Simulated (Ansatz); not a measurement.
# AlTlVS4, from a guessed structure to a relaxed one, part 2 of 2

Starting from a made-up structure for AlTlVS4, the aim is the relaxed cell, its shortest contacts and, where a second run follows, its electronic structure.

Ansatz 0.2.0; DFT, PBEsol, plane-wave PAW, files of the set soft_1, scalar-relativistic, ferromagnetic start, cell and ions relaxed at zero pressure; PAW set soft_1 (the session's first sound run).

So far: The starting structure; Relaxing cell and atoms. The relaxed cell has a = 3.701, c = 41.657 Å (conventional setting).

## Step 3: Bands of the relaxed cell

A second self-consistent run takes a narrower smearing and the mesh shown in its input; the bands follow along the standard path of the relaxed lattice.

This step: DFT, PBEsol, plane-wave PAW, files of the set soft_1, scalar-relativistic, ferromagnetic start, bands and density of states at the relaxed cell; PAW set soft_1 (Ansatz 0.2.0).

Input file input.yaml:

```yaml
crystal:
  lattice:
    - [1.8503259724, 1.0682861981, 13.8855506294]
    - [-1.8503259724, 1.0682861981, 13.8855506294]
    - [0.0, -2.1365723967, 13.8855506293]
  atoms:
    - { symbol: Tl, position: [1.0099938745, 1.0099938745, 1.0099938745] }
    - { symbol: V, position: [0.2265522989, 0.2265522989, 0.2265522989], spin: 0.5 }
    - { symbol: S, position: [0.2751623773, 0.2751623773, 0.2751623773] }
    - { symbol: S, position: [0.7192274185, 0.7192274185, 0.7192274185] }
    - { symbol: S, position: [0.8738599418, 0.8738599418, 0.8738599418] }
    - { symbol: S, position: [0.1275961258, 0.1275961258, 0.1275961258] }
    - { symbol: Al, position: [0.7710745823, 0.7710745823, 0.7710745823] }
magnetization:
  spin_polarized: true
kpoints:
  mp_grid: { grid: [10, 10, 10] }
  band_path:
    path:
      - [[0.0, 0.0, 0.0], [0.5, 0.0, 0.0], [0.5, 0.17061267, -0.17061267]]
      - [[0.82938733, 0.5, 0.17061267], [0.5, 0.5, 0.5], [0.0, 0.0, 0.0], [0.33530634, 0.0, -0.33530634]]
      - [[0.66469366, 0.33530634, 0.0], [0.5, 0.5, 0.0], [0.66469366, 0.66469366, 0.17061267], [0.5, 0.5, 0.5]]
      - [[0.5, 0.0, 0.0], [0.82938733, 0.33530634, 0.33530634]]
    npoints: 8
scf:
  occupations: { method: fermi_dirac, width: 0.03 }
  n_extra_bands: 12
hamiltonian:
  xc: pbesol
  pseudopotentials: { kind: paw, azcp: { folder: soft_1 }, xc_functional: pbe }
output:
  forces: true
  stress: true
  write_bands: true
  dos: { projected: true }
  write_density: true
  write_potential: true
  elf: true
  volumetric_format: npy
```

Command:

```bash
$ ansatz run input.yaml --threads 4 --pin off --max-ram 10240MiB --backend cpu --events-out ev --progress --plain --runs-dir out
```

Numbers of over 12 decimals in the logs are rounded to 6 here.

The log of the run:

```text
[...]
Crystal: 7 atoms, lattice volume = 164.684 Å³
Basis set: ecut = 420 eV, 3227 PW (Γ), FFT grids on a1−a2, a2, −a2+a3, exchange–correlation on 50×192×50 points (8 copies of the dense FFT grid, shifted against one another)
Bands: 39, of which v1, the nominal top of the filled ones, is band 27 counted from 1 (26 counted from 0)
Symmetry: 6 space group operations
[...]
k-points: 116 of 1000 (time reversal used)
[...]
Starting moments: Σ|m| = 0.5 μB on 1 of 7 sites
[...]
SCF iter   1: F=—  HF=-18252.488972 eV  |F-HF|=—  |Δ(HF+E_count)|=         —  Δρ=1.92e-2 (↑1.92e-2 ↓1.92e-2)  dr2=6.86e0  dr2_m=9.44e-3  M=0.496 μB ∫|m|=0.607 μB  β_m=0.30  ethr=3.10e-3  ⟨swp⟩=7.1  Hψ=43845  notcnv=0  defer=147
[...]
spin=Collinear: Resta preconditioning applied to the charge; magnetization (m = ρ↑ − ρ↓) channel mixes plain (no charge-response kernel on spin).
SCF iter   2: F=—  HF=-18251.625477 eV  |F-HF|=—  |Δ(HF+E_count)|=   8.63e-1  Δρ=1.45e-2 (↑1.45e-2 ↓1.40e-2)  dr2=2.81e0  dr2_m=7.49e-3  M=0.507 μB ∫|m|=0.656 μB  β_m=0.57  ethr=3.10e-3  ⟨swp⟩=2.3  Hψ=12459  notcnv=0  defer=1384
[...]
SCF iter  14: F=-18251.293832 eV  HF=-18251.293832 eV  |F-HF|=4.87e-10  |Δ(HF+E_count)|=   5.39e-9  Δρ=4.37e-7 (↑4.37e-7 ↓2.59e-7)  dr2=1.04e-9  dr2_m=1.95e-11  M=0.576 μB ∫|m|=0.864 μB  ethr=5.06e-11  ⟨swp⟩=17.0  Hψ=73778  notcnv=0
SCF 1 converged in 14 iterations: F = -18251.293832 eV  dr2 = 1.04e-9
[...]
NSCF: frozen V_eff on 76 k-points
SCF converged after 14 iterations
Magnetization: 0.5760 μB (26.7880 up, 26.2120 down)
Absolute magnetization: 0.8637 μB (∫|ρ↑−ρ↓|, with the PAW one-centre terms)
[...]
Per-site moments (μB) at R_I (Å): [(-0.0029584, 1.145321), (0.485119, 0.835285), (-0.060179, 0.835285), (-0.00346524, 0.890909), (-0.0098046, 0.942025), (0.000234565, 0.967221), (-0.00010648, 0.890909)]
Free energy (F): -18251.293832 eV
[...]
Internal energy: -18251.289962 eV  (E = F + TS)
E sigma→0 (E₀):  -18251.291897 eV
Entropy (-TS):   -0.003870 eV (-0.553 meV/atom)
Fermi energy:    5.863704 eV
[...]
--- Forces (eV/Å), atoms counted from 1 ---
  atom   1  Tl     0.00000000    -0.00000000     0.01219147
  atom   2  V      0.00000000     0.00000000    -0.01280693
  atom   3  S      0.00000000     0.00000000    -0.03322338
  atom   4  S      0.00000000     0.00000000    -0.00262116
  atom   5  S      0.00000000    -0.00000000     0.04496397
  atom   6  S      0.00000000    -0.00000000     0.00151676
  atom   7  Al     0.00000000     0.00000000    -0.01002491
  max |Σ_I F_I| component: 4.18e-6 eV/Å
--- Stress (GPa, compression-positive) ---
       -0.038034       0.000000       0.000000
        0.000000      -0.038034       0.000000
        0.000000       0.000000      -0.120265
  P = ⅓ Tr σ = -0.0654 GPa (-0.654 kbar)
--- Band table (eV; the first three rows and the last of 232) ---
  k-point 0 ↑: bands = [... 23 lower, 4.7216, 5.7682, 5.7682, 6.5135, 6.5135, 7.6848, 8.4417, 8.7730, ... 8 higher]
  k-point 1 ↑: bands = [... 23 lower, 4.7508, 5.4252, 5.6917, 6.2948, 6.4602, 7.9987, 8.4087, 8.6705, ... 8 higher]
  k-point 2 ↑: bands = [... 23 lower, 4.4479, 5.0160, 5.4955, 5.9085, 6.3307, 7.7081, 8.2277, 8.4493, ... 8 higher]
  k-point 115 ↓: bands = [... 23 lower, 4.7058, 5.7632, 5.7632, 6.8440, 6.8440, 7.8791, 8.5329, 9.0810, ... 8 higher]
```

The job ended after 94 s (4 threads of Arm Neoverse V1, shared host; peak memory 1.3 GiB; 6.2 min of CPU time).

Numbers from this step:

* free energy: -18251.2938 eV
* energy at zero smearing: -18251.2919 eV
* smearing term TS: 0.003870 eV
* Fermi energy: 5.864 eV
* magnetization: 0.5760 μB
* absolute magnetization: 0.8637 μB
* site moments: -0.002958, 0.4851, -0.06018, -0.003465, -0.009805, 2.35e-4, -1.06e-4 μB
* pressure: -0.06544 GPa

bands.tsv at the labelled points (eV, zero at the Fermi level; the bands that come nearest the Fermi level along the path):

```
point  band_24_up  band_25_up  band_26_up  band_27_up  band_28_up  band_24_dn  band_25_dn  band_26_dn
    Γ       -0.10       -0.10        0.65        0.65        1.82       -0.10       -0.10        0.98
    L       -1.19       -0.84        0.08        0.20        0.48       -1.17       -0.85        0.55
   B1       -2.12       -0.85       -0.52        0.76        0.90       -2.11       -0.48       -0.32
    B       -2.12       -0.85       -0.52        0.76        0.90       -2.11       -0.48       -0.32
    Z       -0.09       -0.09        0.65        0.65        2.00       -0.10       -0.10        0.98
    Γ       -0.10       -0.10        0.65        0.65        1.82       -0.10       -0.10        0.98
    X       -2.12       -0.85       -0.52        0.76        0.90       -2.11       -0.48       -0.32
    Q       -2.12       -0.85       -0.52        0.76        0.90       -2.11       -0.48       -0.32
    F       -1.10       -0.84        0.10        0.20        0.39       -1.07       -0.85        0.54
   P1       -1.12       -0.84        0.09        0.20        0.42       -1.09       -0.85        0.54
    Z       -0.09       -0.09        0.65        0.65        2.00       -0.10       -0.10        0.98
    L       -1.19       -0.84        0.08        0.20        0.48       -1.17       -0.85        0.55
    P       -1.12       -0.84        0.09        0.20        0.42       -1.09       -0.85        0.54
```

Spin density in the ac plane of the cell as run, not the conventional one, at fractional y = 0.227, with atoms of V and S within 0.2 Å of it.

Values in e/Å³, 13 rows by 16 columns, each cell a mean:
```
 0.00  0.00  0.00  0.00  0.00  0.00  0.01  0.03  0.02  0.00  0.00  0.00  0.00  0.00  0.00  0.00
 0.00  0.00  0.00  0.00  0.00  0.00  0.00  0.00  0.01  0.01  0.00  0.00  0.00  0.00  0.00  0.00
 0.00  0.00  0.00  0.00  0.00  0.00  0.00  0.00  0.00  0.00  0.00  0.00  0.00  0.00  0.00  0.00
 0.00  0.00  0.00  0.00  0.00  0.00  0.00  0.00  0.00  0.00  0.00  0.00  0.00  0.00  0.00  0.00
 0.00  0.00  0.00  0.00  0.00  0.00  0.00  0.00  0.00  0.00  0.00  0.00  0.00  0.00  0.00  0.00
-0.01 -0.01  0.00  0.00  0.00  0.00  0.00  0.00  0.00  0.00  0.00  0.00  0.00  0.01  0.01  0.00
 0.01 -0.02 -0.01  0.00  0.00  0.00  0.00  0.00  0.00  0.00  0.00  0.00  0.00  0.00  0.01  0.03
 0.09  0.06 -0.02 -0.02  0.00  0.00  0.00  0.00  0.00  0.00  0.00  0.00  0.00  0.00  0.00  0.02
 0.02  0.17  0.18  0.00 -0.01  0.00  0.00  0.00  0.00  0.00  0.00  0.00  0.00  0.00  0.00  0.00
 0.00  0.01  0.20  0.32  0.01 -0.01 -0.01  0.00  0.00  0.00  0.00  0.00  0.00  0.00  0.00  0.00
 0.00  0.00  0.01  0.14  0.35  0.05 -0.02 -0.01  0.00  0.00  0.00  0.00  0.00  0.00  0.00  0.00
 0.00  0.00  0.00  0.00  0.07  0.24  0.06 -0.02 -0.01  0.00  0.00  0.00  0.00  0.00  0.00  0.00
 0.00  0.00  0.00  0.00  0.00  0.03  0.10  0.04 -0.01 -0.01  0.00  0.00  0.00  0.00  0.00  0.00
```
Columns run along a (14.0 Å), rows up along c (14.0 Å). Atoms in or near the plane, at fractional coordinates: V at (0.23, 0.23), S at (0.28, 0.28).

Valence density in the ac plane of the cell as run, not the conventional one, at fractional y = 0.227, with atoms of V and S within 0.2 Å of it. It is the smooth field of the valence electrons, not physical close to the nuclei.

Values in units of 1e0 e/Å³, 13 rows by 16 columns, each cell a mean:
```
0.1 0.2 0.7 0.9 0.3 0.0 0.1 0.4 0.2 0.2 0.1 0.1 0.4 1.5 1.0 0.2
0.2 0.1 0.1 0.4 0.7 0.3 0.0 0.1 0.3 0.2 0.1 0.1 0.0 0.3 1.5 1.2
1.1 0.2 0.1 0.1 0.2 0.4 0.2 0.0 0.1 0.2 0.2 0.1 0.0 0.0 0.2 1.0
0.5 0.6 0.2 0.1 0.0 0.1 0.2 0.1 0.0 0.1 0.2 0.3 0.1 0.1 0.1 0.1
0.1 0.2 0.3 0.1 0.1 0.0 0.1 0.1 0.1 0.0 0.0 0.2 0.3 0.1 0.1 0.2
0.4 0.3 0.1 0.1 0.1 0.1 0.1 0.0 0.1 0.1 0.0 0.0 0.1 0.3 0.2 0.2
0.4 0.7 0.6 0.1 0.1 0.1 0.1 0.1 0.0 0.1 0.1 0.1 0.0 0.1 0.2 0.3
1.1 1.2 1.0 0.9 0.3 0.0 0.0 0.1 0.1 0.0 0.1 0.2 0.2 0.1 0.1 0.2
0.2 3.4 4.3 1.1 0.8 0.4 0.1 0.1 0.1 0.1 0.0 0.1 0.3 0.4 0.2 0.0
0.1 0.2 5.4 8.7 1.6 0.8 0.6 0.1 0.1 0.1 0.1 0.0 0.1 0.4 0.7 0.4
0.7 0.1 0.1 4.3 9.1 2.0 1.0 0.6 0.1 0.1 0.2 0.1 0.1 0.1 0.4 1.0
0.9 0.8 0.2 0.1 1.7 5.0 1.4 0.8 0.5 0.1 0.2 0.5 0.2 0.1 0.1 0.4
0.3 0.8 0.9 0.3 0.0 0.4 1.4 0.5 0.4 0.3 0.1 0.4 1.0 0.5 0.1 0.1
```
Columns run along a (14.0 Å), rows up along c (14.0 Å). Atoms in or near the plane, at fractional coordinates: V at (0.23, 0.23), S at (0.28, 0.28).

ELF of down spins in the ac plane of the cell as run, not the conventional one, at fractional y = 0.227, with atoms of V and S within 0.2 Å of it. It is the smooth field of the valence electrons, not physical close to the nuclei.

Values, 13 rows by 16 columns, each cell a mean:
```
0.12 0.31 0.67 0.75 0.69 0.14 0.14 0.20 0.16 0.49 0.54 0.18 0.34 0.38 0.29 0.21
0.20 0.11 0.19 0.62 0.80 0.67 0.15 0.25 0.43 0.27 0.23 0.19 0.08 0.30 0.38 0.32
0.36 0.19 0.09 0.09 0.45 0.71 0.56 0.12 0.30 0.63 0.49 0.16 0.05 0.05 0.23 0.40
0.37 0.39 0.18 0.07 0.06 0.26 0.50 0.34 0.06 0.27 0.65 0.62 0.22 0.10 0.17 0.19
0.32 0.28 0.36 0.17 0.08 0.08 0.14 0.24 0.13 0.03 0.20 0.60 0.64 0.26 0.31 0.55
0.79 0.57 0.23 0.26 0.13 0.10 0.14 0.11 0.12 0.09 0.04 0.11 0.47 0.56 0.21 0.45
0.44 0.82 0.75 0.32 0.13 0.08 0.11 0.19 0.12 0.13 0.21 0.20 0.09 0.28 0.35 0.14
0.30 0.48 0.70 0.68 0.49 0.08 0.05 0.10 0.17 0.12 0.17 0.46 0.52 0.25 0.13 0.17
0.10 0.49 0.57 0.53 0.43 0.61 0.13 0.07 0.08 0.11 0.08 0.19 0.61 0.75 0.51 0.11
0.22 0.09 0.52 0.63 0.53 0.38 0.67 0.20 0.18 0.15 0.08 0.06 0.17 0.64 0.80 0.73
0.77 0.39 0.07 0.44 0.66 0.57 0.61 0.75 0.26 0.29 0.25 0.12 0.07 0.14 0.61 0.69
0.55 0.68 0.54 0.07 0.27 0.58 0.51 0.78 0.78 0.29 0.34 0.36 0.19 0.11 0.12 0.54
0.44 0.59 0.65 0.65 0.10 0.13 0.33 0.31 0.71 0.73 0.26 0.36 0.40 0.26 0.17 0.11
```
Columns run along a (14.0 Å), rows up along c (14.0 Å). Atoms in or near the plane, at fractional coordinates: V at (0.23, 0.23), S at (0.28, 0.28).

## Step 4: Outcome

| Property | Result |
| --- | --- |
| space group, relaxed | R3m |
| conventional cell | a = 3.701, b = 3.701, c = 41.657 Å; α = 90.0°, β = 90.0°, γ = 120.0° |
| volume per atom | 23.53 Å³ (guess 24.54) |
| total moment | 0.65 μB in the cell of 7 atoms |

What this shows: AlTlVS4 relaxes to R3m with a = 3.701, b = 3.701 and c = 41.657 Å. The guessed volume was 4 % too large. The space group R3m was held in the relaxation, so the end point is a stationary structure within it and may be a saddle against distortions or other arrangements. The input starts from parallel moments, and no other start was typed. Bands cross the Fermi level, so it is a metal or semimetal at this level. On the 10×10×10 mesh with the narrower smearing (relaxed on 8×8×8) the largest force component is 0.045 eV/Å and the largest stress component is 0.120 GPa, against the relaxation's thresholds of 0.015 eV/Å and 0.05 GPa. The cutoff wasn't tested. Spin-orbit coupling is left out, which can matter for elements this heavy. No dispersion term is used, so weakly bound directions may come out too long. Nothing here tests whether the compound is stable against decomposition.

[Logs are printed without paths, hosts, clocks, repeated set-up lines and the standing remarks that a program may print on its own settings, such as how far it seeks lower states.]

[Hosts, paths, dates, database ids (printed as entryN), source tags and the programs' standing remarks are cut or masked in the printed files.]
